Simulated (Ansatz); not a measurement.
# CdS (Greenockite, P6_3mc): lattice thermal conductivity, part 3 of 3

How well does the lattice of CdS (Greenockite) conduct heat?

Experimental results on record:
- thermal conductivity 16 W/m/K near room temperature (given in “Combining the AFLOW GIBBS and Elastic Libraries to efficiently and robustly screen thermo-mechanical properties of solids”, 2017, arXiv:1611.05714)

Ansatz 0.2.0; DFT r2SCAN, scalar-relativistic, plane waves, PAW; PAW set soft_1.

So far. Step 2 (Probe on a coarse mesh): The start is under 0.73 GPa at this level and looks like an insulator or semiconductor on this mesh. Step 4 (Tight relaxation): The residual pressure is 0.0011 GPa, small enough for phonons. The relaxed cell has a = 4.165, c = 6.768 Å (conventional setting).

The database entry behind the starting cell differs from later determinations by our own check (about 0.35 % long), so it need not match the best structure at ambient conditions.

### Step 6. Third-order constants and the Boltzmann equation (continued)

The spectral kappa at 300 K by frequency; read off at these points; values in W/m/K/THz:

```
frequency (THz)  relaxation time (W/m/K/THz)  full solution (W/m/K/THz)
           0.10                            0                          0
           0.30                         2.79                       2.82
           0.50                         3.34                       3.62
           0.90                         14.0                       15.1
           1.10                         9.76                       11.0
           1.30                         6.81                       8.18
           1.50                         8.34                       9.83
           1.70                         8.50                       9.68
           2.10                         2.31                       2.50
           2.30                        0.982                       1.07
           2.50                        0.449                      0.453
           2.70                        0.763                      0.798
           2.90                        0.266                      0.272
           3.10                        0.606                      0.686
           3.50                        0.411                      0.445
           3.70                        0.696                      0.773
           3.90                        0.692                      0.778
           4.10                        0.335                      0.364
           4.30                      0.00500                    0.00615
           4.70                            0                          0
           4.90                            0                          0
           5.10                            0                          0
           5.30                            0                          0
           5.50                            0                          0
           5.90                            0                          0
           6.10                            0                          0
           6.30                            0                          0
           6.50                            0                          0
           6.70                       6.8e-4                     3.2e-4
           6.90                       0.0182                     0.0142
           7.30                        0.115                      0.159
           7.50                        0.341                      0.432
           7.70                        0.492                      0.527
           7.90                        0.512                      0.563
           8.10                        0.435                      0.502
           8.50                       0.0378                     0.0179
           8.70                       0.0549                     0.0506
           8.90                      0.00437                     0.0110
```

Relaxation-time solution. The share of κ carried by shorter paths by mean free path:

```
mean free path (nm)  100 K  300 K  800 K
              0.464      0      0  0.001
              0.681      0      0  0.004
                  1      0  0.001  0.007
               1.47      0  0.002  0.013
               2.15      0  0.005  0.027
               3.16      0  0.009  0.056
               4.64  0.001  0.021  0.086
               6.81  0.003  0.037   0.11
                 10  0.007  0.066  0.155
               14.7  0.011  0.086  0.269
               21.5  0.015  0.118   0.39
               31.6  0.037  0.197  0.522
               46.4  0.054  0.331  0.625
               68.1  0.087  0.416  0.735
                100  0.168  0.542  0.795
                147  0.265  0.641  0.852
                215  0.343  0.729  0.893
                316  0.393  0.797  0.911
                464  0.511  0.876      1
                681  0.596  0.894      1
               1000  0.728  0.907      1
               1470   0.82      1      1
               2150  0.854      1      1
               3160  0.893      1      1
               4640      1      1      1
```

300 K; a sample spread over frequency. Mode lifetimes, by row, the first 40 of 90 rows:

```
    q1      q2      q3  branch  frequency (THz)  rms speed (km/s)  three-phonon rate (1/ps)  isotope rate (1/ps)  lifetime (ps)  mean free path (nm)
     0  0.0769       0       1            0.292              1.36                   0.00427              7.09e-7            234                  319
0.0769  0.0769  0.1429       2            0.673              1.68                    0.0064              3.78e-5            155                  261
     0  0.1538  0.2857       1            0.898              1.34                   0.00787              1.51e-4            125                  167
0.0769  0.1538  0.2857       1            1.029              1.57                    0.0157              3.10e-4           62.3                 97.7
     0  0.2308  0.2857       2            1.123               1.5                    0.0184              4.80e-4             53                 79.3
     0       0  0.2857       4            1.209              0.33                    0.0157              9.48e-4           60.1                 19.6
     0       0  0.1429       5            1.255              0.13                    0.0201              0.00166           45.9                 5.81
0.1538  0.2308  0.2857       1            1.276               0.7                    0.0246              0.00102             39                 27.4
0.0769  0.3077  0.2857       1            1.324              0.66                    0.0228              0.00158             41                 27.1
     0  0.3077       0       2            1.376              1.25                    0.0135              0.00468           55.1                   69
0.0769  0.3846  0.1429       1            1.396              1.03                    0.0228               0.0029           38.9                 40.2
0.0769  0.4615  0.1429       1            1.423              1.02                    0.0235              0.00282           38.1                 38.8
0.0769  0.2308  0.4286       2            1.469              0.98                     0.019              0.00307           45.4                 44.6
     0  0.3077  0.4286       3            1.489              0.73                    0.0202              0.00294           43.1                 31.4
0.1538  0.3077  0.1429       1            1.538              1.11                     0.023              0.00373           37.5                 41.5
0.0769  0.3846  0.4286       2            1.564              0.77                    0.0237               0.0041           35.9                 27.7
0.1538  0.2308  0.4286       2            1.613              1.07                    0.0277              0.00306           32.5                 34.6
0.1538  0.3077  0.1429       2            1.656              1.05                    0.0215               0.0032           40.5                 42.7
0.0769  0.0769  0.1429       4            1.692              3.63                    0.0265              0.00336           33.4                  121
0.2308  0.2308  0.1429       2            1.718              1.12                     0.021              0.00404           39.9                 44.7
0.1538  0.2308  0.4286       4            1.756              0.97                    0.0265              0.00451           32.3                 31.4
0.1538  0.2308  0.1429       3            1.791              1.13                     0.028              0.00441           30.8                   35
0.1538  0.3846  0.2857       3            1.833              0.96                    0.0278              0.00429           31.1                 29.9
0.0769  0.4615  0.1429       3             1.89               0.5                    0.0309              0.00443           28.3                 14.2
0.2308  0.3846       0       2            1.913              0.56                    0.0324              0.00398           27.5                 15.5
0.2308  0.3077  0.2857       3             1.97              0.86                    0.0286              0.00483           29.9                 25.8
0.3077  0.3077       0       2            2.007               0.4                    0.0233              0.00489           35.5                 14.3
0.0769  0.1538       0       4            2.045              1.45                    0.0326              0.00466           26.9                   39
0.1538  0.1538  0.1429       4            2.108              0.66                    0.0436              0.00449           20.8                 13.7
0.2308  0.2308       0       4            2.154              0.33                     0.052               0.0038           17.9                 5.95
0.1538  0.2308       0       4            2.207              0.21                    0.0475              0.00242             20                 4.21
     0  0.0769  0.4286       5            2.582              3.26                     0.211              0.00236           4.68                 15.2
     0  0.3077       0       5            3.063              2.64                     0.202              0.00115           4.92                   13
0.1538  0.1538  0.4286       5            3.352              2.33                     0.268               0.0024            3.7                  8.6
0.1538  0.3077  0.1429       5            3.598              1.59                     0.186              0.00474           5.23                  8.3
0.0769  0.2308  0.4286       6            3.668              1.76                     0.215              0.00623           4.53                 7.99
     0  0.3846  0.2857       5            3.789              1.71                     0.166               0.0118           5.64                 9.66
0.0769  0.0769  0.1429       6            3.847              0.77                     0.173               0.0187           5.21                    4
0.1538  0.1538       0       6            3.901              0.26                     0.142               0.0211           6.12                  1.6
0.0769  0.3077  0.4286       6            3.958              1.28                     0.113               0.0166           7.72                 9.88
```

Without the LO-TO term. Gamma linewidths, by row:

```
branch  frequency (cm⁻¹)  three-phonon rate (1/ps)  isotope rate (1/ps)  FWHM (cm⁻¹)
     4              42.3                    0.0215              0.00131        0.121
     5              42.3                    0.0215              0.00131        0.121
     6             133.5                     0.121               0.0188        0.744
     7             223.2                     0.619                    0         3.28
     8             231.2                     0.645              8.79e-4         3.43
     9             231.2                     0.645              8.79e-4         3.43
    10             244.8                     0.526               0.0285         2.94
    11             244.8                     0.526               0.0285         2.94
    12             295.2                     0.163               0.0202        0.972
```

W/m/K, third of the trace; RTA populations with a boundary rate v/L added to each mode (Matthiessen's rule). Kappa by grain size, by row:

```
T (K)   bulk  10 nm  30 nm  100 nm  300 nm  1000 nm  10000 nm  100000 nm
  100  47.43  2.433  5.693   12.25   20.71    30.76      43.7      46.98
  300  14.61  2.285  4.421   7.522   10.29    12.53     14.31      14.58
  600   7.38  1.832  3.181   4.786    5.97    6.783     7.306      7.373
```

W/m/K, third of the trace; RTA populations with the isotope rates scaled. Kappa by mass disorder, by row:

```
T (K)  no isotopes  as typed  variance x 3  variance x 10  variance x 30
  100        60.11     47.43         36.16           23.1          13.95
  300        15.85     14.61          12.9          9.833          6.731
  600        7.701      7.38         6.864          5.714          4.239
```

At 300 K the relaxation-time value is 14.7 W/(m K).

### Step 7. Results

| Property | Result |
| --- | --- |
| highest frequency | 295.9 cm⁻¹ |
| Debye temperature from the second moment | 370 K |
| κ at 300 K (relaxation time) | 14.65 W/m/K |
| κ at 300 K (full solution) | 16.38 W/m/K |
| mean free path at half of κ | 85 nm |
| share of κ above the three lowest branches | 0.263 |

In words: The lattice of CdS (Greenockite) conducts 16.4 W/(m K) at 300 K by r2SCAN (mean over directions, full solution). The full solution lies +12 % from the relaxation-time value at 300 K. Above 300 K the relaxation-time κ falls as T^-0.97, near the 1/T law of three-phonon scattering. Grains of 100 nm would keep 51 % of the bulk value at 300 K, and grains of 1 µm 86 %. Removing the natural isotope disorder raises κ at 300 K by 8 %. A measured thermal conductivity near room temperature is 16 W/m/K (arXiv:1611.05714); the calculated 16.4 W/m/K differs by +2 %. Part of this agreement may be a cancellation, since four-phonon scattering and the shift of frequencies with temperature are both left out. The sum rules changed one orbit of cubic constants by up to 45 %; by the manual a large change points to a short cutoff or, on a small and distant orbit, to noisy forces. The conductivities include the coherence part between close branches; the shares for grains, isotopes, branches and paths are of the relaxation-time populations alone. Cubic couplings among atoms farther apart than the pair cutoff are dropped, and neither the cutoff nor the q-mesh was shown to be converged here. The interpolation has no quadrupole term, so branches near the zone centre are less sure, since this crystal has sites that are not centres of inversion. The PAW files were made for PBE and are used here under another functional, for which the program regenerates the frozen cores.

[Logs are printed without paths, hosts, clocks, repeated set-up lines and the standing remarks that a program may print on its own settings, such as how far it seeks lower states.]

[Hosts, paths, dates, database ids (printed as entryN), source tags and the programs' standing remarks are cut or masked in the printed files.]

[A step with changed settings may run another functional than the one named; its input shows which.]
